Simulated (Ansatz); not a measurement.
# S on Ti(0001): change of the work function, part 2 of 4

Wanted: Δφ(θ) for S/Ti(0001), starting from the fcc site.

Ansatz 0.2.0; plane-wave DFT, PBE, Ansatz PAW.

So far, work function, upper face (eV): step 2 (the clean slab) 4.37.

## 3. The covered slab, k-mesh 4×4×1, coverage 0.111 ML

System of this step: S/Ti(0001). The cell holds 37 atoms: 36 Ti and 1 S. Cell: a = 8.850 Å, b = 8.850 Å, c = 27.054 Å, α = 90.0°, β = 90.0°, γ = 60.0°. Vacuum lies along c.

The clean slab as it ended is repeated in the plane and the adsorbate is set on one face; the cell's size fixes the coverage, and the k-mesh shrinks with it to keep the sampling density about even. Adsorbate and upper layers relax, since the dipole depends on the height.

File input.yaml:

```yaml
crystal:
  lattice:
    - [8.8500000001, 0.0, 0.0]
    - [4.425, 7.6643248235, 0.0]
    - [0.0, 0.0, 27.0541961446]
  atoms:
    - { symbol: Ti, position: [0.2222222222, 0.2222222222, 0.3326655855] }
    - { symbol: Ti, position: [0.0, 0.0, 0.4192436522] }
    - { symbol: Ti, position: [0.2222222222, 0.2222222222, 0.5083353332] }
    - { symbol: Ti, position: [0.0, 0.0, 0.5884957215] }
    - { symbol: Ti, position: [0.2222222222, 0.5555555556, 0.3326655855] }
    - { symbol: Ti, position: [0.0, 0.3333333333, 0.4192436522] }
    - { symbol: Ti, position: [0.2222222222, 0.5555555556, 0.5083353332] }
    - { symbol: Ti, position: [0.0, 0.3333333333, 0.5884957215] }
    - { symbol: Ti, position: [0.2222222222, 0.8888888889, 0.3326655855] }
    - { symbol: Ti, position: [0.0, 0.6666666667, 0.4192436522] }
    - { symbol: Ti, position: [0.2222222222, 0.8888888889, 0.5083353332] }
    - { symbol: Ti, position: [0.0, 0.6666666667, 0.5884957215] }
    - { symbol: Ti, position: [0.5555555556, 0.2222222222, 0.3326655855] }
    - { symbol: Ti, position: [0.3333333333, 0.0, 0.4192436522] }
    - { symbol: Ti, position: [0.5555555556, 0.2222222222, 0.5083353332] }
    - { symbol: Ti, position: [0.3333333333, 0.0, 0.5884957215] }
    - { symbol: Ti, position: [0.5555555556, 0.5555555556, 0.3326655855] }
    - { symbol: Ti, position: [0.3333333333, 0.3333333333, 0.4192436522] }
    - { symbol: Ti, position: [0.5555555556, 0.5555555556, 0.5083353332] }
    - { symbol: Ti, position: [0.3333333333, 0.3333333333, 0.5884957215] }
    - { symbol: Ti, position: [0.5555555556, 0.8888888889, 0.3326655855] }
    - { symbol: Ti, position: [0.3333333333, 0.6666666667, 0.4192436522] }
    - { symbol: Ti, position: [0.5555555556, 0.8888888889, 0.5083353332] }
    - { symbol: Ti, position: [0.3333333333, 0.6666666667, 0.5884957215] }
    - { symbol: Ti, position: [0.8888888889, 0.2222222222, 0.3326655855] }
    - { symbol: Ti, position: [0.6666666667, 0.0, 0.4192436522] }
    - { symbol: Ti, position: [0.8888888889, 0.2222222222, 0.5083353332] }
    - { symbol: Ti, position: [0.6666666667, 0.0, 0.5884957215] }
    - { symbol: Ti, position: [0.8888888889, 0.5555555556, 0.3326655855] }
    - { symbol: Ti, position: [0.6666666667, 0.3333333333, 0.4192436522] }
    - { symbol: Ti, position: [0.8888888889, 0.5555555556, 0.5083353332] }
    - { symbol: Ti, position: [0.6666666667, 0.3333333333, 0.5884957215] }
    - { symbol: Ti, position: [0.8888888889, 0.8888888889, 0.3326655855] }
    - { symbol: Ti, position: [0.6666666667, 0.6666666667, 0.4192436522] }
    - { symbol: Ti, position: [0.8888888889, 0.8888888889, 0.5083353332] }
    - { symbol: Ti, position: [0.6666666667, 0.6666666667, 0.5884957215] }
    - { symbol: S, position: [0.1111111111, 0.1111111111, 0.6673344145] }
kpoints:
  mp_grid: { grid: [4, 4, 1] }
hamiltonian:
  xc: pbe
scf:
  occupations: { method: fermi_dirac, width: 0.1 }
  convergence: { dr2_threshold: 1.0e-08 }
efield:
  axis: 3
  dipole_correction: true
  ramp_position: 0.97
  ramp_width: 0.06
relax:
  f_tol: 0.02
  max_steps: 60
  constraints:
    - { sites: [0, 1, 4, 5, 8, 9, 12, 13, 16, 17, 20, 21, 24, 25, 28, 29, 32, 33] }
output:
  write_potential: true
  write_density: true
  volumetric_format: npy
```

On the command line:

```console
ansatz run input.yaml --threads 4 --pin off --max-ram 16384MiB --backend cpu --events-out ev --progress --plain --runs-dir out
```

The log of the run:

```text
[...]
Crystal: 37 atoms, lattice volume = 1835.067 Å³
Basis set: ecut = 420 eV, 35881 PW (Γ), exchange–correlation on 120×120×384 points (8 copies of the dense FFT grid, shifted against one another)
Bands: 263, of which v1, the nominal top of the filled ones, is band 219 counted from 1 (218 counted from 0)
Symmetry: 6 space group operations
[...]
k-points: 4 of 16 (time reversal used)
[...]
SCF iter   1: F=—  HF=-90876.595423 eV  |F-HF|=—  |Δ(HF+E_count)|=         —  Δρ=5.29e-3  dr2=2.22e0  ethr=1.77e-3  p=-0.155 e·Å  D=-1.52e-2 V/Å  ΔV_dip=0.41 eV  dr2_dipole=9.90e-2  V_vac-E_F(+/−)=4.49/4.08 eV  ⟨swp⟩=9.5  Hψ=5198  notcnv=0
[...]
SCF iter  11: F=-90876.547464 eV  HF=-90876.547464 eV  |F-HF|=1.63e-9  |Δ(HF+E_count)|=   1.29e-8  Δρ=2.92e-7  dr2=2.79e-9  ethr=2.28e-12  p=-0.144 e·Å  D=-1.42e-2 V/Å  ΔV_dip=0.38 eV  dr2_dipole=4.66e-11  V_vac-E_F(+/−)=4.80/4.42 eV  ⟨swp⟩=11.8  Hψ=6367  notcnv=0
SCF 1 converged in 11 iterations: F = -90876.547464 eV  dr2 = 2.79e-9
[...]
relax step   1: F+E_penalty+E_count = -90876.54746399 eV  Δ(F+E_penalty+E_count) = +0.000e0 eV  max|allowed force component| = 3.082e0 eV/Å  Δτ_max = 0.0000 Å  (11 SCF iters, accepted)
[...]
SCF iter   1: F=—  HF=-90877.270309 eV  |F-HF|=—  |Δ(HF+E_count)|=         —  Δρ=3.24e-3  dr2=7.85e-1  ethr=1.51e-4  p=-0.144 e·Å  D=-1.42e-2 V/Å  ΔV_dip=0.38 eV  dr2_dipole=3.32e-2  V_vac-E_F(+/−)=4.80/4.42 eV  ⟨swp⟩=1.8  Hψ=3346  notcnv=0
[...]
eigensolver tolerance schedule calibrated: the retry pair's looser diagonalisation under-reported the residual by θ = 0.16 (0.12/decade); ethr = c·dr2/N_el runs at the constant in force after the calibration composes with the one it found (an armed cap, an earlier calibration), c = 6.8e-2
[...]
SCF iter   2: F=—  HF=-90877.229484 eV  |F-HF|=—  |Δ(HF+E_count)|=   4.08e-2  Δρ=1.82e-3  dr2=1.46e-1  ethr=1.21e-4  p=-0.066 e·Å  D=-6.53e-3 V/Å  ΔV_dip=0.18 eV  dr2_dipole=8.84e-3  V_vac-E_F(+/−)=4.60/4.42 eV  ⟨swp⟩=3.0  Hψ=1453  notcnv=0
[...]
SCF iter  10: F=-90877.206904 eV  HF=-90877.206904 eV  |F-HF|=8.85e-9  |Δ(HF+E_count)|=   5.08e-8  Δρ=3.26e-7  dr2=3.89e-9  ethr=1.54e-12  p=-0.075 e·Å  D=-7.44e-3 V/Å  ΔV_dip=0.20 eV  dr2_dipole=2.29e-10  V_vac-E_F(+/−)=4.62/4.42 eV  ⟨swp⟩=19.5  Hψ=11472  notcnv=0
SCF 2 converged in 10 iterations: F = -90877.206904 eV  dr2 = 3.89e-9
[...]
relax step   2: F+E_penalty+E_count = -90877.20690383 eV  Δ(F+E_penalty+E_count) = -6.594e-1 eV  max|allowed force component| = 1.756e0 eV/Å  Δτ_max = 0.1949 Å  (10 SCF iters, accepted)
SCF iter   1: F=—  HF=-90877.466833 eV  |F-HF|=—  |Δ(HF+E_count)|=         —  Δρ=2.83e-3  dr2=7.44e-1  ethr=1.58e-3  p=-0.075 e·Å  D=-7.44e-3 V/Å  ΔV_dip=0.20 eV  dr2_dipole=1.36e-1  V_vac-E_F(+/−)=4.63/4.42 eV  ⟨swp⟩=3.5  Hψ=1844  notcnv=0
[...]
SCF iter  10: F=-90877.423832 eV  HF=-90877.423832 eV  |F-HF|=3.71e-9  |Δ(HF+E_count)|=   2.55e-8  Δρ=3.25e-7  dr2=4.56e-9  ethr=2.28e-12  p=-0.032 e·Å  D=-3.16e-3 V/Å  ΔV_dip=0.09 eV  dr2_dipole=9.74e-11  V_vac-E_F(+/−)=4.50/4.42 eV  ⟨swp⟩=13.8  Hψ=9303  notcnv=0
SCF 3 converged in 10 iterations: F = -90877.423832 eV  dr2 = 4.56e-9
[...]
relax step   3: F+E_penalty+E_count = -90877.42383176 eV  Δ(F+E_penalty+E_count) = -2.169e-1 eV  max|allowed force component| = 1.799e-1 eV/Å  Δτ_max = 0.1948 Å  (10 SCF iters, accepted)
[...]
relax step   4: F+E_penalty+E_count = -90877.43773463 eV  Δ(F+E_penalty+E_count) = -1.390e-2 eV  max|allowed force component| = 1.214e-1 eV/Å  Δτ_max = 0.0672 Å  (10 SCF iters, accepted)
SCF iter   1: F=—  HF=-90877.442861 eV  |F-HF|=—  |Δ(HF+E_count)|=         —  Δρ=9.13e-4  dr2=1.11e-1  ethr=1.60e-4  p=-0.035 e·Å  D=-3.44e-3 V/Å  ΔV_dip=0.09 eV  dr2_dipole=7.84e-3  V_vac-E_F(+/−)=4.51/4.42 eV  ⟨swp⟩=2.0  Hψ=1542  notcnv=0
[...]
SCF iter   9: F=-90877.440905 eV  HF=-90877.440905 eV  |F-HF|=3.75e-9  |Δ(HF+E_count)|=   2.42e-8  Δρ=2.87e-7  dr2=3.96e-9  ethr=2.28e-12  p=-0.031 e·Å  D=-3.09e-3 V/Å  ΔV_dip=0.08 eV  dr2_dipole=5.43e-11  V_vac-E_F(+/−)=4.50/4.42 eV  ⟨swp⟩=12.2  Hψ=7684  notcnv=0
SCF 5 converged in 9 iterations: F = -90877.440905 eV  dr2 = 3.96e-9
[...]
relax step   5: F+E_penalty+E_count = -90877.44090498 eV  Δ(F+E_penalty+E_count) = -3.170e-3 eV  max|allowed force component| = 1.858e-2 eV/Å  Δτ_max = 0.0117 Å  (9 SCF iters, accepted)
NSCF: frozen V_eff on 4 k-points
[...]
SCF converged after 9 iterations
Free energy (F): -90877.440905 eV
[...]
Internal energy: -90875.194174 eV  (E = F + TS)
E sigma→0 (E₀):  -90876.317540 eV
Entropy (-TS):   -2.246731 eV (-60.722 meV/atom)
Fermi energy:    1.855781 eV
Dipole field:    D = -0.003090 V/Å  (p = -0.031337 e·Å, saw-weighted, corrected)
Work function:   Φ+ = 4.5014 eV   Φ− = 4.4178 eV
[...]
--- Forces (eV/Å), atoms counted from 1 ---
  atom   1  Ti     0.00973964     0.00562318     0.60453669
  atom   2  Ti     0.01839296     0.01061918    -0.51981974
  atom   3  Ti     0.01377285     0.00795176    -0.01858132
  atom   4  Ti    -0.01316816    -0.00760264     0.01130919
  atom   5  Ti    -0.00409113     0.00236201     0.60636856
  atom   6  Ti     0.00000000    -0.02123836    -0.51981974
  atom   7  Ti    -0.01259511     0.00727179     0.00091092
  atom   8  Ti    -0.00000000     0.01520528     0.01130919
  atom   9  Ti     0.00000000    -0.01124637     0.60453669
  atom  10  Ti     0.01012732    -0.00584701    -0.69400769
  atom  11  Ti     0.00000000    -0.01590352    -0.01858132
  atom  12  Ti    -0.00392445     0.00226578     0.00596430
  atom  13  Ti     0.00000000    -0.00472403     0.60636856
  atom  14  Ti    -0.01839296     0.01061918    -0.51981974
  atom  15  Ti     0.00000000    -0.01454358     0.00091092
  atom  16  Ti     0.01316816    -0.00760264     0.01130919
  atom  17  Ti     0.00409113     0.00236201     0.60636856
  atom  18  Ti    -0.02859884    -0.01651155    -0.58281953
  atom  19  Ti     0.01259511     0.00727179     0.00091092
  atom  20  Ti     0.00579725     0.00334704     0.01041416
  atom  21  Ti    -0.00366643     0.00211682     0.58366702
  atom  22  Ti    -0.00000000     0.03302310    -0.58281953
  atom  23  Ti     0.00385420    -0.00222522    -0.01052280
  atom  24  Ti     0.00000000    -0.00669409     0.01041416
  atom  25  Ti    -0.00973964     0.00562318     0.60453669
  atom  26  Ti    -0.00000000     0.01169402    -0.69400769
  atom  27  Ti    -0.01377285     0.00795176    -0.01858132
  atom  28  Ti     0.00000000    -0.00453157     0.00596430
  atom  29  Ti     0.00000000    -0.00423363     0.58366702
  atom  30  Ti     0.02859884    -0.01651155    -0.58281953
  atom  31  Ti    -0.00000000     0.00445044    -0.01052280
  atom  32  Ti    -0.00579725     0.00334704     0.01041416
  atom  33  Ti     0.00366643     0.00211682     0.58366702
  atom  34  Ti    -0.01012732    -0.00584701    -0.69400769
  atom  35  Ti    -0.00385420    -0.00222522    -0.01052280
  atom  36  Ti     0.00392445     0.00226578     0.00596430
  atom  37  S     -0.00000000     0.00000000     0.00779460
  max |Σ_I F_I| component: 5.39e-5 eV/Å
--- Band table (eV) ---
  k-point 0: bands = [... 215 lower, 1.8569, 1.8660, 1.8702, 1.8702, 1.9119, 1.9444, 1.9448, 1.9466, ... 40 higher]
  k-point 1: bands = [... 215 lower, 1.7879, 1.8017, 1.8226, 1.8621, 1.8779, 1.8796, 1.9219, 1.9548, ... 40 higher]
  k-point 2: bands = [... 215 lower, 1.7827, 1.8039, 1.8042, 1.8624, 1.8762, 1.8953, 1.9202, 1.9525, ... 40 higher]
  k-point 3: bands = [... 215 lower, 1.7011, 1.7584, 1.8192, 1.8650, 1.8850, 1.8880, 1.9188, 1.9399, ... 40 higher]
--- Relaxed structure (5 steps of the walk, 5 accepted, 0 SCFs on fresh bases) ---
  F+E_penalty+E_count = -90877.44090498 eV   max|allowed force component| = 1.858e-2 eV/Å
  atoms:
    - { symbol: Ti, position: [0.222222, 0.222222, 0.332666] }
    - { symbol: Ti, position: [1.111110e-11, 1.111110e-11, 0.419244] }
    - { symbol: Ti, position: [0.221430, 0.221430, 0.509386] }
    - { symbol: Ti, position: [-0.00411785, -0.00411785, 0.590246] }
    - { symbol: Ti, position: [0.222222, 0.555556, 0.332666] }
    - { symbol: Ti, position: [1.111111e-11, 0.333333, 0.419244] }
    - { symbol: Ti, position: [0.221561, 0.555886, 0.507773] }
    - { symbol: Ti, position: [-0.00411785, 0.341569, 0.590246] }
    - { symbol: Ti, position: [0.222222, 0.888889, 0.332666] }
    - { symbol: Ti, position: [-2.222228e-11, 0.666667, 0.419244] }
    - { symbol: Ti, position: [0.221430, 0.890473, 0.509386] }
    - { symbol: Ti, position: [-0.00120425, 0.667269, 0.587360] }
    - { symbol: Ti, position: [0.555556, 0.222222, 0.332666] }
    - { symbol: Ti, position: [0.333333, 1.111110e-11, 0.419244] }
    - { symbol: Ti, position: [0.555886, 0.221561, 0.507773] }
    - { symbol: Ti, position: [0.341569, -0.00411785, 0.590246] }
    - { symbol: Ti, position: [0.555556, 0.555556, 0.332666] }
    - { symbol: Ti, position: [0.333333, 0.333333, 0.419244] }
    - { symbol: Ti, position: [0.555886, 0.555886, 0.507773] }
    - { symbol: Ti, position: [0.335609, 0.335609, 0.588378] }
    - { symbol: Ti, position: [0.555556, 0.888889, 0.332666] }
    - { symbol: Ti, position: [0.333333, 0.666667, 0.419244] }
    - { symbol: Ti, position: [0.555610, 0.888862, 0.506920] }
    - { symbol: Ti, position: [0.335609, 0.662115, 0.588378] }
    - { symbol: Ti, position: [0.888889, 0.222222, 0.332666] }
    - { symbol: Ti, position: [0.666667, -2.222223e-11, 0.419244] }
    - { symbol: Ti, position: [0.890473, 0.221430, 0.509386] }
    - { symbol: Ti, position: [0.667269, -0.00120425, 0.587360] }
    - { symbol: Ti, position: [0.888889, 0.555556, 0.332666] }
    - { symbol: Ti, position: [0.666667, 0.333333, 0.419244] }
    - { symbol: Ti, position: [0.888862, 0.555610, 0.506920] }
    - { symbol: Ti, position: [0.662115, 0.335609, 0.588378] }
    - { symbol: Ti, position: [0.888889, 0.888889, 0.332666] }
    - { symbol: Ti, position: [0.666667, 0.666667, 0.419244] }
    - { symbol: Ti, position: [0.888862, 0.888862, 0.506920] }
    - { symbol: Ti, position: [0.667269, 0.667269, 0.587360] }
    - { symbol: S, position: [0.111111, 0.111111, 0.650512] }
```

Wall time 18 min (4 threads of Arm Neoverse N1, shared host); peak memory 7.9 GiB.

Step by step:

| step | energy less that of the first step (eV) | largest force component (eV/Å) |
| --- | --- | --- |
| 1 | 0.0000 | 3.0817 |
| 2 | -0.6594 | 1.7558 |
| 3 | -0.8764 | 0.1799 |
| 4 | -0.8903 | 0.1214 |
| 5 | -0.8934 | 0.0186 |

The run keeps the 6 symmetry operations that the program found, so distortions that break them were not tested.

The atoms that moved most (Å):

| atom | dx | dy | dz | length |
| --- | --- | --- | --- | --- |
| S37 | 0.000 | 0.000 | -0.455 | 0.455 |
| Ti4 | -0.055 | -0.032 | 0.047 | 0.079 |
| Ti8 | 0.000 | 0.063 | 0.047 | 0.079 |
| Ti16 | 0.055 | -0.032 | 0.047 | 0.079 |
| Ti35 | 0.000 | 0.000 | -0.038 | 0.038 |
| Ti23 | 0.000 | 0.000 | -0.038 | 0.038 |
| Ti31 | 0.000 | 0.000 | -0.038 | 0.038 |
| Ti24 | 0.000 | -0.035 | -0.003 | 0.035 |

The relaxed structure:

```xyz
37
Lattice="8.8500 0.0000 0.0000 4.4250 7.6643 0.0000 0.0000 0.0000 27.0542" Properties=species:S:1:pos:R:3
Ti    2.9500    1.7032    9.0000
Ti    0.0000    0.0000   11.3423
Ti    2.9395    1.6971   13.7810
Ti   -0.0547   -0.0316   15.9686
Ti    4.4250    4.2580    9.0000
Ti    1.4750    2.5548   11.3423
Ti    4.4206    4.2605   13.7374
Ti    1.4750    2.6179   15.9686
Ti    5.9000    6.8127    9.0000
Ti    2.9500    5.1095   11.3423
Ti    5.9000    6.8249   13.7810
Ti    2.9420    5.1142   15.8906
Ti    5.9000    1.7032    9.0000
Ti    2.9500    0.0000   11.3423
Ti    5.9000    1.6981   13.7374
Ti    3.0047   -0.0316   15.9686
Ti    7.3750    4.2580    9.0000
Ti    4.4250    2.5548   11.3423
Ti    7.3794    4.2605   13.7374
Ti    4.4552    2.5722   15.9181
Ti    8.8500    6.8127    9.0000
Ti    5.9000    5.1095   11.3423
Ti    8.8504    6.8125   13.7143
Ti    5.9000    5.0747   15.9181
Ti    8.8500    1.7032    9.0000
Ti    5.9000    0.0000   11.3423
Ti    8.8605    1.6971   13.7810
Ti    5.9000   -0.0092   15.8906
Ti   10.3250    4.2580    9.0000
Ti    7.3750    2.5548   11.3423
Ti   10.3250    4.2584   13.7143
Ti    7.3448    2.5722   15.9181
Ti   11.8000    6.8127    9.0000
Ti    8.8500    5.1095   11.3423
Ti   11.7996    6.8125   13.7143
Ti    8.8580    5.1142   15.8906
S     1.4750    0.8516   17.5991
```

Read from the output:

* energy at zero smearing: -90876.3175 eV
* work function, upper face: 4.501 eV
* work function, lower face: 4.418 eV
* dipole along the normal: -0.03134 e·Å
* step between the vacuum levels: 0.08361 eV

Running mean over 2.342 Å of the planar mean; the ramp of the sawtooth is left out. The electron's electrostatic potential energy less the Fermi level by z:

| z (Å) | electron's electrostatic potential energy less the Fermi level (eV) |
| --- | --- |
| 4 | 4.42 |
| 5 | 4.40 |
| 6 | 4.23 |
| 7 | 2.89 |
| 8 | -3.13 |
| 9 | -6.74 |
| 10 | -6.59 |
| 11 | -6.58 |
| 12 | -6.41 |
| 13 | -6.35 |
| 14 | -6.90 |
| 15 | -7.57 |
| 16 | -6.92 |
| 17 | -3.32 |
| 18 | 2.32 |
| 19 | 4.02 |
| 20 | 4.47 |
| 21 | 4.50 |
| 22 | 4.50 |
| 23 | 4.50 |

The relaxation took 5 steps and lowered the energy by 0.89 eV; the largest force on the free atoms ends at 0.019 eV/Å.

The covered face has 4.50 eV, +0.13 eV against the clean one; the bare back face has moved by -0.01 eV, a measure of how thin the slab is.

(Part 2 of 4 ends here.)

[Long decimals in the printed logs are rounded to 6 places.]

[Logs are printed without paths, hosts, clocks, repeated set-up lines and the standing remarks that a program may print on its own settings, such as how far it seeks lower states.]

[Hosts, paths, dates, database ids (printed as entryN), source tags and the programs' standing remarks are cut or masked in the printed files.]

[Maps of the electrostatic potential energy from Ansatz leave out the sawtooth potential of an applied field or a dipole correction, so their vacuum need not be flat; planar profiles and work functions include it.]
